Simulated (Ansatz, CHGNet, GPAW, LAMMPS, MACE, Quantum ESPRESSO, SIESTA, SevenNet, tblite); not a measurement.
**Running liquid ethanol at 300 K (108 atoms) with tblite**

Aim: run liquid ethanol at 300 K (108 atoms) in tblite and see how near its forces come to a plane-wave reference, and at what cost.

Method: the method is named at each step, in tblite 0.8.0.

## 1. The starting structure

The cell holds 108 atoms: 24 C, 12 O and 72 H. Its edges and angles: a = 10.513 Å, b = 10.513 Å, c = 10.513 Å, α = 90.0°, β = 90.0°, γ = 90.0°. 12 ethanol placed at random, at 0.79 g/cm³; overlaps pushed apart, then 10 ps at 450 K with MMFF94 bonds, angles, torsions, charges and radii (Halgren, J. Comput. Chem. 17, 490 (1996)) in harmonic and 12-6 forms. Snapshot after 20 ps at 300 K and fixed volume.

The yardstick, on the same geometry:

* method: Kohn-Sham DFT, PBE, PAW, plane waves (Ansatz 0.2.0); cutoff 420 eV, Γ point, fermi-dirac smearing of 0.05 eV; PAW set soft_2
* r.m.s. force component: 0.8078 eV/Å
* longest force: 3.64 eV/Å
* pressure: 2.451 GPa
* gap (highest filled to lowest empty level): 4.514 eV
* SCF cycles: 9
* time: 8.5 s on 4 threads of Arm Neoverse V2, shared host
* CPU time: 31 s

## 2. GFN1-xTB

Method: GFN1-xTB tight binding, diagonalisation.

run.py

```python
import numpy as np
from ase.io import read
from tblite.ase import TBLite

atoms = read("structure.xyz")
atoms.calc = TBLite(method="GFN1-xTB", electronic_temperature=580, accuracy=1.0, max_iterations=250, mixer_damping=0.4, verbosity=1)
energy = atoms.get_potential_energy()
forces = atoms.get_forces()
print(f"energy {energy:.6f} eV")
print("forces (eV/A)")
for i, (a, f) in enumerate(zip(atoms, forces)):
    print(f"{i:4d} {a.symbol:2s} {f[0]:10.5f} {f[1]:10.5f} {f[2]:10.5f}")
stress = -atoms.get_stress(voigt=False) * 160.21766
print("stress (GPa, compression positive)")
for row in stress:
    print(" ".join(f"{x:10.4f}" for x in row))
print("charges (e)")
print(np.array2string(atoms.get_charges(), precision=4, suppress_small=True, max_line_width=110, threshold=100000))
```

structure.xyz

```xyz
108
Lattice="10.51326 0.00000 0.00000 0.00000 10.51326 0.00000 0.00000 0.00000 10.51326" Properties=species:S:1:pos:R:3 pbc="T T T"
C 2.89577 3.06567 0.56856
C 3.19035 3.60153 9.74874
O 3.66660 4.95111 9.87616
H 3.74104 3.06766 1.30322
H 2.42982 2.00561 0.47478
H 2.13735 3.71770 0.84222
H 2.29610 3.74377 9.25735
H 3.81589 2.97347 9.03404
H 3.11603 5.34473 0.06476
C 10.09000 6.42181 8.74535
C 9.45668 5.20680 8.12664
O 9.23506 4.25913 9.11573
H 0.51010 6.13859 9.26134
H 9.48296 6.83351 9.56906
H 10.26189 7.23018 8.02435
H 10.10724 4.77207 7.35171
H 8.52552 5.35356 7.69592
H 9.65769 3.42175 8.80832
C 2.63599 8.72233 0.67905
C 1.80387 7.64240 1.42066
O 2.41679 6.36641 1.27063
H 2.78843 8.53004 10.14004
H 3.62802 8.84670 1.06983
H 2.11853 9.69028 0.62596
H 0.86566 7.59877 0.94745
H 1.61673 7.89914 2.42562
H 2.27549 6.00370 2.17877
C 7.78770 0.49759 2.21977
C 8.15861 1.86747 1.88124
O 7.12810 2.85025 2.10728
H 7.22576 0.46532 3.13001
H 8.65105 10.31992 2.34088
H 7.13482 0.03722 1.48584
H 8.56147 1.99090 0.89152
H 9.03920 2.15196 2.43729
H 7.26140 3.62792 1.53515
C 3.33891 7.48597 7.07963
C 3.29654 6.16193 6.33855
O 2.00099 5.67884 6.51097
H 4.30055 7.91922 7.12736
H 2.95107 7.40954 8.09689
H 2.67668 8.22410 6.58246
H 3.90820 5.39993 6.73564
H 3.32093 6.24351 5.28901
H 2.00730 5.18567 7.39534
C 4.70164 0.33422 3.79981
C 3.25753 0.29364 4.23590
O 2.32553 0.24107 3.17511
H 5.08243 9.89697 3.45434
H 5.42295 0.75864 4.56633
H 4.86165 1.00191 2.93351
H 3.07471 1.19494 4.89781
H 3.00890 10.01136 4.98097
H 2.61969 10.06718 2.52465
C 0.47825 3.46023 4.59671
C 0.32013 4.62562 3.64074
[... 48 atom lines left out ...]
H 5.31992 7.16952 0.13152
H 6.40983 4.84977 9.60681
H 5.80269 4.91337 0.72563
H 8.39831 4.91306 10.44892
```

On the command line:

```sh
> OMP_NUM_THREADS=1 python run.py > output.txt
```

Log:

```text
------------------------------------------------------------
  cycle        total energy    energy error   density error
------------------------------------------------------------
      1     -145.1139527506  -1.4644389E+02   5.5797688E-01
      2     -145.9008060484  -7.8685330E-01   3.1226027E-01
      3     -145.9396814586  -3.8875410E-02   6.9050592E-02
      4     -145.9546991525  -1.5017694E-02   8.3916736E-03
      5     -145.9554303076  -7.3115509E-04   3.2078246E-03
      6     -145.9555145356  -8.4228020E-05   1.1708780E-03
      7     -145.9555442103  -2.9674661E-05   1.4699176E-04
      8     -145.9555443487  -1.3846307E-07   4.1774466E-05
      9     -145.9555443806  -3.1888732E-08   5.3608267E-06
------------------------------------------------------------
 total:                                   1.407 sec
energy -3971.652661 eV
forces (eV/A)
   0 C     0.56751   -3.27958    0.85278
   1 C     2.52866    0.62120   -1.41557
   2 O     0.92038   -0.71698   -0.44906
   3 H    -0.67844   -0.05891   -0.75907
   4 H     0.93844    1.58420    0.34765
   5 H    -1.52431    0.98817    1.54409
   6 H    -2.74192   -0.34845   -1.50978
   7 H    -0.04232    0.86339    1.08719
   8 H     0.11207    0.32306   -0.00701
   9 C     0.40553    0.92856    0.90716
  10 C     1.59628   -0.35922   -0.00942
  11 O     0.69164   -1.57560    0.56654
  12 H    -0.09471    0.05799   -0.55269
  13 H    -0.18147   -0.17299   -0.42392
  14 H     0.15721   -0.33730    0.12348
  15 H     0.16453    0.17883   -0.04818
  16 H    -2.03754    1.16327   -1.26268
  17 H    -0.45321    0.13316    0.57251
  18 C    -0.56402    0.32560   -0.15795
  19 C     1.56579    0.28921   -2.11671
  20 O    -0.16774    0.54745    1.30141
  21 H    -0.10199   -0.80118   -0.34499
  22 H     0.39451    0.06023    0.56706
  23 H     0.04216   -0.22954    0.62689
[...]
100 C     0.05684   -0.54033    0.96102
 101 O    -0.14123   -0.47321   -0.35169
 102 H    -0.58038    0.49805    0.46510
 103 H    -0.54657   -1.28781   -1.53899
 104 H     0.52590    0.11462   -0.40129
 105 H     0.39171    1.12680    0.63726
 106 H    -0.44736    0.02006    0.26872
 107 H     0.38838   -0.12678    0.16318
stress (GPa, compression positive)
    1.2471     0.4407    -0.4674
    0.4407     1.0421    -1.0605
   -0.4674    -1.0605     0.4036
charges (e)
[-0.1014  0.1949 -0.6039  0.0434  0.019   0.0495  0.0108  0.0014  0.3642 -0.1028  0.1997 -0.5824  0.0402
  0.036   0.0235  0.0081  0.0184  0.3641 -0.115   0.1958 -0.59    0.0439  0.0363  0.0273  0.022   0.018
  0.3684 -0.0989  0.1994 -0.6049  0.0474  0.0298  0.0279  0.0215  0.0105  0.367  -0.1036  0.1932 -0.5757
  0.0426  0.0368  0.0247  0.0297  0.0341  0.3378 -0.1115  0.2081 -0.5675  0.0321  0.0408  0.0404  0.0151
  0.0027  0.3248 -0.1197  0.2105 -0.5661  0.0335  0.038   0.0392  0.0005  0.0273  0.359  -0.1105  0.1965
 -0.5977  0.0479  0.037   0.0421  0.0219  0.014   0.3779 -0.109   0.1935 -0.5993  0.0404  0.0305  0.0301
 -0.0001  0.0178  0.3536 -0.0947  0.1988 -0.5862  0.0364  0.0225  0.0391  0.013   0.0216  0.3551 -0.1108
  0.2032 -0.5942  0.0426  0.0393  0.0454  0.0079  0.0076  0.3649 -0.0848  0.199  -0.6043  0.0171  0.027
  0.0317  0.0136  0.0217  0.3652]
```

Elapsed: 1.9 s, on 1 thread of Arm Neoverse V2, shared host; peak memory 0.16 GiB.

Banners, paths, timers and routine set-up lines are dropped from the logs unmarked, and long logs keep their key lines alone; longer cuts are marked.

Compared with the plane-wave run:

* r.m.s. force component: 0.8171 eV/Å
* r.m.s. difference of force components: 224.4 meV/Å
* longest difference of force vectors: 829.4 meV/Å
* force difference over r.m.s. force: 27.78 %
* slope of forces against the reference's: 0.9729
* correlation of force components: 0.9619
* pressure: 0.8976 GPa
* pressure difference: -1.553 GPa

Length of the force difference by element (eV/Å):

```csv
element,atoms,mean,most
C,24,0.57,0.75
H,72,0.23,0.56
O,12,0.55,0.83
```

A closer look about O102, one of the 12 O atoms: 11 atoms, nearest first, numbered in the order of the input, with positions taken from that point.

```csv
atom,x,y,z,distance (Å),bonds,Mulliken charge (e),Fx,Fy,Fz (eV/Å)
O102,0.00,0.00,0.00,0.00,2,-0.60,-0.14,-0.47,-0.35
H108,0.59,-0.20,-0.75,0.97,1,0.37,0.39,-0.13,0.16
C101,-1.27,0.28,-0.60,1.43,4,0.20,0.06,-0.54,0.96
H36,-0.54,-1.49,0.85,1.80,1,0.37,0.36,0.13,-0.09
H107,-2.00,-0.20,0.04,2.01,1,0.02,-0.45,0.02,0.27
H106,-1.40,-0.26,-1.59,2.13,1,0.01,0.39,1.13,0.64
C100,-1.41,1.80,-0.54,2.35,4,-0.08,0.06,0.77,0.09
H104,-0.98,2.30,0.42,2.53,1,0.03,-0.55,-1.29,-1.54
O12,1.43,-0.85,-2.08,2.66,2,-0.58,0.69,-1.58,0.57
H103,-0.84,2.15,-1.42,2.70,1,0.02,-0.58,0.50,0.47
O30,-0.68,-2.26,1.42,2.76,2,-0.60,-0.19,-1.16,0.35
```

Atoms are counted from 1 here, from 0 in the log.

Forces lie 28 % from the reference's, at 0.061 times its CPU time (on 1 against 4 cores).

## 3. GFN2-xTB

Method: GFN2-xTB tight binding, diagonalisation.

run.py, as its differences from that of step 2:

```diff
@@ -5,3 +5,3 @@
 atoms = read("structure.xyz")
-atoms.calc = TBLite(method="GFN1-xTB", electronic_temperature=580, accuracy=1.0, max_iterations=250, mixer_damping=0.4, verbosity=1)
+atoms.calc = TBLite(method="GFN2-xTB", electronic_temperature=580, accuracy=1.0, max_iterations=250, mixer_damping=0.4, verbosity=1)
 energy = atoms.get_potential_energy()
```

structure.xyz is that of step 2.

Log:

```text
------------------------------------------------------------
  cycle        total energy    energy error   density error
------------------------------------------------------------
      1     -136.1804856391  -1.3763532E+02   1.6672427E-01
      2     -136.6187991525  -4.3831351E-01   7.6292047E-02
      3     -136.6807403861  -6.1941234E-02   2.0542786E-02
      4     -136.6841712083  -3.4308222E-03   1.0313573E-02
      5     -136.6849187326  -7.4752422E-04   1.9171458E-03
      6     -136.6849895861  -7.0853571E-05   1.0064335E-03
      7     -136.6849947583  -5.1721306E-06   2.8599574E-04
      8     -136.6849960244  -1.2661002E-06   1.0912123E-04
      9     -136.6849961507  -1.2635229E-07   2.6404096E-05
     10     -136.6849961627  -1.1940216E-08   1.1250047E-05
------------------------------------------------------------
 total:                                   7.071 sec
energy -3719.388194 eV
forces (eV/A)
   0 C     0.46033   -3.15750    0.72802
   1 C     2.42574    0.66766   -1.19823
   2 O     0.59337   -0.70157   -0.49149
   3 H    -0.72577   -0.09450   -0.80985
   4 H     0.94791    1.55762    0.39059
   5 H    -1.43028    0.85636    1.60994
   6 H    -2.56892   -0.29076   -1.45571
   7 H    -0.00252    0.90669    1.07613
   8 H     0.29147    0.25168   -0.11229
   9 C     0.39550    0.91912    0.81425
  10 C     1.71470   -0.35990   -0.04395
  11 O     0.71566   -1.66612    0.44609
  12 H    -0.12547    0.08680   -0.54325
  13 H    -0.16921   -0.17848   -0.44298
  14 H     0.13190   -0.41797    0.17362
  15 H     0.06925    0.35018   -0.01797
  16 H    -1.88665    1.05287   -1.08585
  17 H    -0.64765    0.21603    0.71400
  18 C    -0.55372    0.39086   -0.17739
  19 C     1.58534    0.39620   -1.91935
  20 O    -0.31308    0.47875    1.44203
  21 H    -0.08945   -0.82454   -0.28947
  22 H     0.36283   -0.00081    0.52487
  23 H     0.01808   -0.27755    0.62153
[...]
100 C     0.08995   -0.42969    0.87538
 101 O    -0.03765   -0.66110   -0.45763
 102 H    -0.63112    0.50842    0.50241
 103 H    -0.52588   -1.29410   -1.48461
 104 H     0.66397    0.04839   -0.43050
 105 H     0.33032    1.20025    0.72871
 106 H    -0.30996    0.08095    0.23261
 107 H     0.25266   -0.06749    0.29044
stress (GPa, compression positive)
    1.1093     0.4255    -0.4662
    0.4255     0.8186    -1.1686
   -0.4662    -1.1686     0.2350
charges (e)
[-0.0934  0.1021 -0.4967  0.0436  0.0173  0.0616  0.011   0.0049  0.3237 -0.0916  0.1044 -0.4707  0.041
  0.0394  0.0319  0.0073  0.0253  0.3258 -0.0986  0.0942 -0.481   0.0402  0.0376  0.0322  0.0278  0.0236
  0.3286 -0.0895  0.1011 -0.4889  0.057   0.0267  0.0287  0.024   0.0126  0.321  -0.0899  0.0945 -0.4682
  0.0461  0.0374  0.0222  0.0303  0.0458  0.2927 -0.0957  0.1116 -0.453   0.0347  0.0365  0.0441  0.018
  0.0019  0.2914 -0.1048  0.1045 -0.4508  0.0412  0.0328  0.0428  0.0031  0.0308  0.3222 -0.1023  0.1003
 -0.4875  0.0605  0.0404  0.0493  0.0214  0.0139  0.336  -0.0887  0.0924 -0.4853  0.0414  0.0268  0.0259
  0.0069  0.0307  0.3103 -0.0849  0.0992 -0.4859  0.0396  0.025   0.0413  0.0116  0.029   0.3228 -0.1022
  0.1104 -0.4879  0.0477  0.0425  0.0463  0.0058  0.0094  0.3319 -0.0803  0.0966 -0.4909  0.0284  0.0292
  0.0408  0.0139  0.034   0.3279]
```

The job ended after 7.6 s (1 thread; peak memory 0.16 GiB).

Against the reference:

| Item | Value |
| --- | --- |
| r.m.s. force component | 0.7811 eV/Å |
| r.m.s. difference of force components | 247 meV/Å |
| longest difference of force vectors | 904.7 meV/Å |
| force difference over r.m.s. force | 30.58 % |
| slope of forces against the reference's | 0.9208 |
| correlation of force components | 0.9522 |
| pressure | 0.721 GPa |
| pressure difference | -1.73 GPa |

Against the first run (28 %), the force difference from the reference is 31 %, at 4.0 times the CPU time.

## 4. Side by side

Differences are against the plane-wave reference, forces as r.m.s. over components; share is that over the reference's r.m.s. force, slope the least-squares factor from reference forces to these. Total energies of different programs have different zeros and aren't compared.

```csv
run,"Δ force, r.m.s. (meV/Å)",share (%),slope,Δ pressure (GPa),cores,CPU time,memory (GiB)
reference,-,-,-,-,4,31 s,1.1
tblite GFN1-xTB,224,27.8,0.973,-1.55,1,1.9 s,0.16
tblite GFN2-xTB,247,30.6,0.921,-1.73,1,7.6 s,0.16
```

CPU time is summed over cores on a shared host, where runs went side by side, so it is rough. Symmetry, cutoffs, thresholds, outputs and thread counts weren't matched or tuned between programs; memory under MPI is the largest rank's times the ranks.

Mean charges by element (e), by run and scheme:

```csv
run,scheme,C,O,H
reference,Löwdin,-0.25,-0.52,+0.22
tblite GFN1-xTB,Mulliken,+0.05,-0.59,+0.08
tblite GFN2-xTB,Mulliken,0.00,-0.48,+0.08
```

The reference's Löwdin charges lack the electrons that the projection spills, 0.031 e an atom on average.

## 5. What came out

| Quantity | Value |
| --- | --- |
| nearest in forces | tblite GFN1-xTB, 28 % |
| its CPU time | 1.9 s |

**Reading.** Tight binding differs by 28 % (tblite GFN1-xTB) to 31 % (tblite GFN2-xTB); it is another model, with fitted parameters of its own, and the xTB methods hold dispersion. Of the electronic-structure runs that take under half the reference's CPU time, tblite GFN1-xTB comes nearest, at 28 % in 1.9 s against 31 s; its pressure misses by -1.6 GPa. Charges hang on model, scheme and program or settings: among these rows the mean for C runs from -0.25 to +0.05 e. Periodic xTB results under one method name differ between programs and library versions. The network of contacts between molecules at the start is that of the classical potential that made the cell, and needn't be the one that DFT or experiment would give. The reference's PBE has no dispersion term, which matters for the binding between molecules or layers. The density was typed from a rule of thumb and may lie off the real one at this temperature. The electronic-structure runs sample only Γ, in a cell whose shortest periodic width is 11 Å.

[Also dropped from logs without a mark: logging warnings of Python, and SIESTA's first energy breakdown and zero terms.]

[Logs are printed without paths, hosts, clocks, repeated set-up lines and the standing remarks that a program may print on its own settings, such as how far it seeks lower states.]

[Hosts, paths, dates, database ids (printed as entryN), source tags and the programs' standing remarks are cut or masked in the printed files.]

[The MMFF94 radii named for the starting cell were scaled by 0.96; in molecules described by MMFF94, hydrogen bound to N, O or S took a small fixed 12-6 site in their place.]
